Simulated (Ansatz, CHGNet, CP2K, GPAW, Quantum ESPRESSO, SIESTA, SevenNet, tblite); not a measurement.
## GPAW on random packing of C71N29 (at. %) (109 atoms): settings against a plane-wave reference

Aim: run random packing of C71N29 (at. %) (109 atoms) in GPAW and see how near its forces come to a plane-wave reference, and at what cost.

Method: the method is named at each step, in GPAW 26.7.0.

### 1. The starting structure

The cell holds 109 atoms: 77 C and 32 N. Its edges and angles: a = 9.809 Å, b = 9.809 Å, c = 9.809 Å, α = 90.0°, β = 90.0°, γ = 90.0°. 109 atoms (77 C, 32 N) packed at random in a cube at 2.42 g/cm³ and pushed apart as soft spheres; a start for melting by ab initio MD, not an equilibrated structure. Then every atom was moved at random, 0.03 Å r.m.s. a Cartesian component.

The yardstick, on the same geometry:

```
method                 : Kohn-Sham DFT, PBE, SSSP efficiency 1.3.0 pseudopotentials, plane waves (Quantum ESPRESSO 7.5); sssp-pbe-1.3.0-efficiency, cutoffs 60/480 Ry, Γ point
r.m.s. force component : 1.939 eV/Å
longest force          : 8.589 eV/Å
pressure               : -23.83 GPa
time                   : 2 min on 4 MPI ranks of Arm Neoverse V2, shared host
CPU time               : 8.1 min
```

### 2. PBE, LCAO dzp, h 0.18 Å

Method: Kohn-Sham DFT, PBE, PAW, atomic orbitals (dzp).

run.py

```python
import numpy as np
from ase.io import read
from gpaw import GPAW, FermiDirac
from ase.parallel import parprint as print

atoms = read("structure.xyz")
atoms.calc = GPAW(
    mode="lcao",
    basis="dzp",
    h=0.18,
    xc="PBE",
    kpts={"size": (1, 1, 1), "gamma": True},
    occupations=FermiDirac(0.05),
    maxiter=200,
    symmetry={"point_group": False},
    txt="gpaw.txt",
)
energy = atoms.get_potential_energy(force_consistent=True)
forces = atoms.get_forces()
print(f"energy {energy:.6f} eV")
print("forces (eV/A)")
for i, (a, f) in enumerate(zip(atoms, forces)):
    print(f"{i:4d} {a.symbol:2s} {f[0]:10.5f} {f[1]:10.5f} {f[2]:10.5f}")
print(f"Fermi level {atoms.calc.get_fermi_level():.4f} eV")
for k in range(len(atoms.calc.get_ibz_k_points())):
    for s in range(atoms.calc.get_number_of_spins()):
        e = atoms.calc.get_eigenvalues(kpt=k, spin=s)
        n = np.searchsorted(e, atoms.calc.get_fermi_level())
        print(f"k {k} spin {s} levels about the Fermi level:", np.round(e[max(n - 6, 0):n], 4).tolist(), "|", np.round(e[n:n + 6], 4).tolist())
```

structure.xyz

```xyz
109
Lattice="9.80880 0.00000 0.00000 0.00000 9.80880 0.00000 0.00000 0.00000 9.80880" Properties=species:S:1:pos:R:3 pbc="T T T"
C 4.67056 5.25487 7.32148
C 0.20167 8.98820 5.13756
C 3.55638 0.60481 7.40859
C 3.51861 2.66191 1.77353
C 3.30959 7.64871 1.97275
C 0.46906 6.19681 3.80140
C 5.53824 1.32350 1.82444
C 6.91579 7.48156 4.73029
C 8.73425 5.68704 8.22615
C 6.27910 2.00306 4.60994
C 1.69123 2.43052 1.80443
C 1.85700 3.36108 5.92461
C 7.45224 5.95002 2.07495
C 5.89048 7.07499 0.42874
C 2.39688 2.96010 4.04466
C 7.75268 0.60618 1.79275
C 0.72948 0.36165 3.75030
C 4.09007 7.24105 0.35312
C 1.98981 5.26428 4.45172
C 7.61545 2.58226 0.00579
C 1.17961 8.22762 2.25426
C 5.21367 3.04338 6.00436
C 9.41400 4.79287 5.47537
C 1.85406 0.61158 5.58425
C 1.62885 0.80432 8.72267
C 4.55295 9.00830 8.47598
C 6.36258 5.84340 3.70488
C 0.79294 4.97561 8.52659
C 8.28824 4.10626 2.63396
C 1.51379 4.99886 0.94655
C 0.66249 4.73912 2.78079
C 7.12070 5.59504 8.79741
C 7.69903 0.93066 4.99474
C 0.34488 7.25528 7.69785
C 6.05782 9.63057 2.84799
C 0.79902 2.76432 3.83151
C 2.84396 0.81276 0.29897
C 8.79182 1.82777 8.09422
C 7.25086 4.35668 4.85055
C 9.17084 9.57780 2.34205
C 4.56001 5.04682 2.78109
C 3.87399 4.96512 0.12241
C 6.42270 6.31020 5.74580
C 5.50489 4.17659 4.49606
C 4.44368 5.26193 5.73648
C 2.60021 8.45666 0.10780
C 9.12003 2.04249 4.58669
C 9.35357 2.78178 2.71978
C 7.40692 9.01183 3.56501
C 0.78166 1.89771 5.75325
C 1.57029 7.35219 4.96335
C 8.24096 6.37248 5.36757
C 0.26072 8.65793 8.90698
C 2.67172 4.82289 6.54983
C 0.20422 3.48261 7.10540
C 0.24836 3.02543 0.69976
[... 49 atom lines left out ...]
N 4.51931 3.16579 3.13440
N 5.04084 3.51420 7.74621
N 4.86232 0.99716 9.07275
N 9.36093 1.15548 1.08662
```

Command:

```
$ OMP_NUM_THREADS=1 mpirun -np 2 gpaw python run.py > output.txt
```

The log of the run:

```text
energy -563.769074 eV
forces (eV/A)
   0 C    -0.55718   -0.18396   -1.73081
   1 C     2.12353   -1.91878   -2.46861
   2 C    -1.03847    0.51199   -0.78688
   3 C    -0.75052    3.51775   -0.54585
   4 C     0.76092   -1.54203   -1.02825
   5 C     2.58528    1.48978   -0.23677
   6 C     0.74028   -3.19323    1.49165
   7 C     1.14124   -2.37439    0.30396
   8 C    -2.69317    3.57973   -1.75426
   9 C     1.31366   -3.75584    2.75417
  10 C     2.37256   -2.09363   -1.38698
  11 C     1.96653   -1.66972   -0.11627
  12 C     1.59796    2.19709    2.10755
  13 C    -0.90240    1.95428    0.45434
  14 C    -3.25063   -2.55712    1.13867
  15 C     2.68811    3.45605    0.37275
  16 C    -1.27138    0.02355   -0.47471
  17 C    -3.53419    1.62950   -0.02808
  18 C     0.89162    2.23914   -1.49844
  19 C    -1.95895   -0.01433   -2.00133
  20 C    -1.66018   -1.87976    1.35393
  21 C    -1.14957   -2.73007    0.17470
  22 C    -0.81539    1.54671    0.22138
  23 C    -0.83009    2.45618   -2.14769
[...]
101 N    -0.38033    1.62744   -0.44493
 102 N    -2.13967   -0.48137    1.85405
 103 N    -1.73194    3.07161    1.92855
 104 N    -0.26464    1.95654   -1.41827
 105 N    -0.98139    0.58845   -2.37063
 106 N     0.54673    2.24518   -3.83588
 107 N    -2.37991    1.19458   -0.58298
 108 N    -1.58238   -2.64812   -0.40882
Fermi level 6.4104 eV
k 0 spin 0 levels about the Fermi level: [6.209, 6.2685, 6.3168, 6.3361, 6.3521, 6.4033] | [6.423, 6.4457, 6.4877, 6.5458, 6.5489, 6.599]
```

gpaw.txt:

```text
Input parameters:
  mode=LCAO(),
  basis={'default': 'dzp'},
  h=0.18,
  kpts=MonkhorstPack(size=(1, 1, 1), gamma=True),
  maxiter=200,
  occupations=Occupations(name='fermi-dirac', width=0.05, fixmagmom=False),
  symmetry=Symmetry(point_group=False),
  xc=XC(name='PBE')
Unit cell  # Å
| periodic |        x |        y |        z |  lengths |    angles |
|----------|----------|----------|----------|----------|-----------|
|      yes | 9.808800 | 0.000000 | 0.000000 | 9.808800 | 90.000000 |
|      yes | 0.000000 | 9.808800 | 0.000000 | 9.808800 | 90.000000 |
|      yes | 0.000000 | 0.000000 | 9.808800 | 9.808800 | 90.000000 |
Number of symmetries: 1
Symmetry operations  # r_c * U_cc + t_c -> r_c
|   | kind |            matrix            |
|---|------|------------------------------|
| 0 |  E   |  1, 0, 0,  0, 1, 0,  0, 0, 1 |
BZ-sampling:
  Number of BZ points: 1
  Number of IBZ points: 1
  Monkhorst-Pack size: [1, 1, 1]
  Monkhorst-Pack shift: [0, 0, 0]
[... lines left out ...]
      Number of RI-basis functions 0
Reference energy: -126542.453027  # eV
eigensolver:
density mixing:
  MSR1-Mixer
occupation numbers:
  Fermi-Dirac:
    width: 0.0500  # eV
FastPoissonSolver using
    Stencil: 6*3+1=19 point O(h^6) finite-difference Laplacian
xc functional:
  name: PBE with 2 nearest neighbor stencil
interpolation: tri-quintic # 5. degree polynomial
Initialization done in: 4.308 s
convergence criteria:
- Maximum [total energy] change in last 3 cyles: 0.0005 eV / valence electron
- Maximum integral of absolute [dens]ity change: 0.0001 electrons / valence electron
- Maximum integral of absolute [eigenst]ate change: 4e-08 eV^2 / valence electron
maximum number of iterations: 200
SCF iterations
|iter     |      energy | eigst |  dens |
|---------|-------------|-------|-------|
|iter:   1| -569.978155 |      c|       |
|iter:   2| -567.289329 |      c| -1.12 |
|iter:   3| -573.974316 |      c| -1.18 |
|iter:   4| -571.131147 |      c| -1.17 |
[...]
|iter:   9| -563.593864 |      c| -1.90 |
|iter:  10| -563.595739 |      c| -2.16 |
|iter:  11| -563.599607c|      c| -2.26 |
|iter:  12| -563.535708c|      c| -2.27 |
|iter:  13| -563.528869c|      c| -2.65 |
[...]
|iter:  20| -563.524799c|      c| -3.65 |
|iter:  21| -563.524663c|      c| -3.79 |
|iter:  22| -563.524676c|      c| -4.00c|
Converged in 22 steps
SCF loop duration: 143.464 s (6.521 s/step)
Energy contributions relative to reference atoms: (reference = -126542.453027)
Energy contributions:
  Kinetic:          24.024001
  Coulomb:        -109.534991
  Zero:              9.605697
  External:          0.000000
  Xc:             -487.374986
  Entropy:          -0.488796
  Spinorbit:         0.000000
  ----------------------------
  Free energy:    -563.769074
  Extrapolated:   -563.524676
dipole moment: (-16.873218, 14.084829, -81.364694)  # |e|*Ang
Fermi level: 6.410
Eigenvalues  # (at kpt = [0.000, 0.000, 0.000])
| band index |      eig [eV] | occ [0-2] |
|------------|---------------|-----------|
|          0 |       -15.070 |     2.000 |
|        ... |               |           |
|        226 |         6.072 |     1.998 |
|        227 |         6.144 |     1.990 |
[...]
|        241 |         6.693 |     0.007 |
|        ... |               |           |
|        284 |         8.561 |     0.000 |
Gap: 0.020 eV
Transition (v -> c):
  (s=0, k=0, n=233, [0.00, 0.00, 0.00]) -> (s=0, k=0, n=234, [0.00, 0.00, 0.00])
No difference between direct/indirect transitions
Force computation time: 14.087  # s
```

Elapsed: 2.7 min, on 2 MPI ranks of Arm Neoverse V2, shared host; peak memory 1.7 GiB; 5.5 min of CPU time.

Banners, paths, timers and routine set-up lines are dropped from the logs unmarked, and long logs keep their key lines alone; longer cuts are marked.

Against the reference:

* r.m.s. force component: 1.907 eV/Å
* r.m.s. difference of force components: 78.18 meV/Å
* longest difference of force vectors: 255.3 meV/Å
* force difference over r.m.s. force: 4.032 %
* slope of forces against the reference's: 0.9829
* correlation of force components: 0.9993

Length of the force difference by element (eV/Å):

```tsv
element	atoms	mean	most
C	77	0.12	0.26
N	32	0.13	0.21
```

A closer look about C31, picked at random: 10 atoms, nearest first, numbered in the order of the input, with positions taken from that point.

```tsv
atom	x	y	z	distance (Å)	Fx	Fy	Fz (eV/Å)
C31	0.00	0.00	0.00	0.00	0.20	3.70	2.01
C6	-0.19	1.46	1.02	1.79	2.59	1.49	-0.24
C60	-1.14	-0.60	1.24	1.79	0.76	0.29	1.29
C63	0.89	1.59	-0.70	1.96	-2.08	-0.34	-1.59
C30	0.85	0.26	-1.83	2.04	0.45	0.03	4.46
C19	1.33	0.53	1.67	2.20	0.89	2.24	-1.50
C36	0.14	-1.97	1.05	2.24	-3.01	0.97	-1.81
C48	-1.12	-1.96	-0.06	2.25	-2.95	-0.41	-2.52
C29	-2.18	-0.63	-0.15	2.28	-0.50	0.36	-0.29
C66	2.08	-0.53	-0.83	2.30	-1.46	-2.62	-2.54
```

Atoms are counted from 1 here, from 0 in the log.

Forces lie 4.0 % from the reference's, at 0.67 times its CPU time (on 2 against 4 cores).

### 3. PBE, LCAO szp(dzp), h 0.18 Å

Method: Kohn-Sham DFT, PBE, PAW, atomic orbitals (szp(dzp)).

Edit run.py of step 2 so:

```diff
@@ -3,3 +3,2 @@
 from gpaw import GPAW, FermiDirac
-from ase.parallel import parprint as print
 
@@ -8,3 +7,3 @@
     mode="lcao",
-    basis="dzp",
+    basis="szp(dzp)",
     h=0.18,
```

structure.xyz is that of step 2.

Command:

```
$ OMP_NUM_THREADS=1 python run.py > output.txt
```

The log of the run:

```text
energy -535.120487 eV
forces (eV/A)
   0 C    -0.58911    0.28820   -1.16091
   1 C     1.95555   -1.68328   -2.46552
   2 C    -1.21958    0.86260   -0.81441
   3 C    -0.63223    2.92602   -0.76778
   4 C     0.20629   -0.95415   -0.04772
   5 C     1.95883    1.18812   -0.11773
   6 C     0.53248   -2.71035    1.15829
   7 C     1.30216   -1.57324   -0.01412
   8 C    -1.99698    3.42173   -2.09130
   9 C     1.02244   -3.30197    1.99593
  10 C     2.09734   -1.89668   -1.24011
  11 C     2.30450   -1.99010   -0.39455
[...]
104 N     0.04610    1.62101   -0.10475
 105 N    -0.60805    0.28332   -2.09023
 106 N    -0.19650    1.67892   -3.47743
 107 N    -2.39657    1.40604   -0.27078
 108 N    -1.22851   -2.43496   -0.75271
Fermi level 6.1544 eV
k 0 spin 0 levels about the Fermi level: [5.9553, 6.0074, 6.0641, 6.0845, 6.0993, 6.1512] | [6.1648, 6.1872, 6.2281, 6.281, 6.2916, 6.3432]
```

gpaw.txt:

```text
Input parameters:
  mode=LCAO(),
  basis={'default': 'szp(dzp)'},
  h=0.18,
  kpts=MonkhorstPack(size=(1, 1, 1), gamma=True),
  maxiter=200,
  occupations=Occupations(name='fermi-dirac', width=0.05, fixmagmom=False),
  symmetry=Symmetry(point_group=False),
  xc=XC(name='PBE')
[... lines left out ...]
  Fermi-Dirac:
[... lines left out ...]
convergence criteria:
- Maximum [total energy] change in last 3 cyles: 0.0005 eV / valence electron
[... lines left out ...]
Converged in 25 steps
[... lines left out ...]
  Free energy:    -535.120487
[... lines left out ...]
Fermi level: 6.154
[... lines left out ...]
|          0 |       -15.327 |     2.000 |
|        ... |               |           |
|        226 |         5.824 |     1.997 |
|        227 |         5.881 |     1.992 |
[...]
|        241 |         6.429 |     0.008 |
|        ... |               |           |
|        284 |         8.268 |     0.000 |
Gap: 0.014 eV
Transition (v -> c):
  (s=0, k=0, n=233, [0.00, 0.00, 0.00]) -> (s=0, k=0, n=234, [0.00, 0.00, 0.00])
No difference between direct/indirect transitions
Force computation time: 19.409  # s
timing:  # [seconds]
  Total:  244.831  # ━━━━━━━━━━━━━━━━━━━━━━━━━━━━━━━━━━━━━━━━━━━━━━━━━━━━━━━━
  Init:     7.006  # ━╸
  SCF:    218.386  # ━━━━━━━━━━━━━━━━━━━━━━━━━━━━━━━━━━━━━━━━━━━━━━━━━━
  Forces:  19.409  # ━━━━╸
```

It took 4.1 min on 1 thread; peak memory 1.2 GiB.

Against the reference:

```
r.m.s. force component                  : 1.651 eV/Å
r.m.s. difference of force components   : 506.8 meV/Å
longest difference of force vectors     : 1617 meV/Å
force difference over r.m.s. force      : 26.13 %
slope of forces against the reference's : 0.8281
correlation of force components         : 0.9729
```

This is a coarse setting, run to see what it loses.

Against the first run (4.0 %), the force difference from the reference is 26 %, at 0.75 times the CPU time (on 1 against 2 cores), with 981 basis functions against 1417: the smaller basis costs accuracy.

(Part 1 of 2 ends here.)

[Also dropped from logs without a mark: logging warnings of Python, and SIESTA's first energy breakdown and zero terms.]

[Logs are printed without paths, hosts, clocks, repeated set-up lines and the standing remarks that a program may print on its own settings, such as how far it seeks lower states.]

[Hosts, paths, dates, database ids (printed as entryN), source tags and the programs' standing remarks are cut or masked in the printed files.]
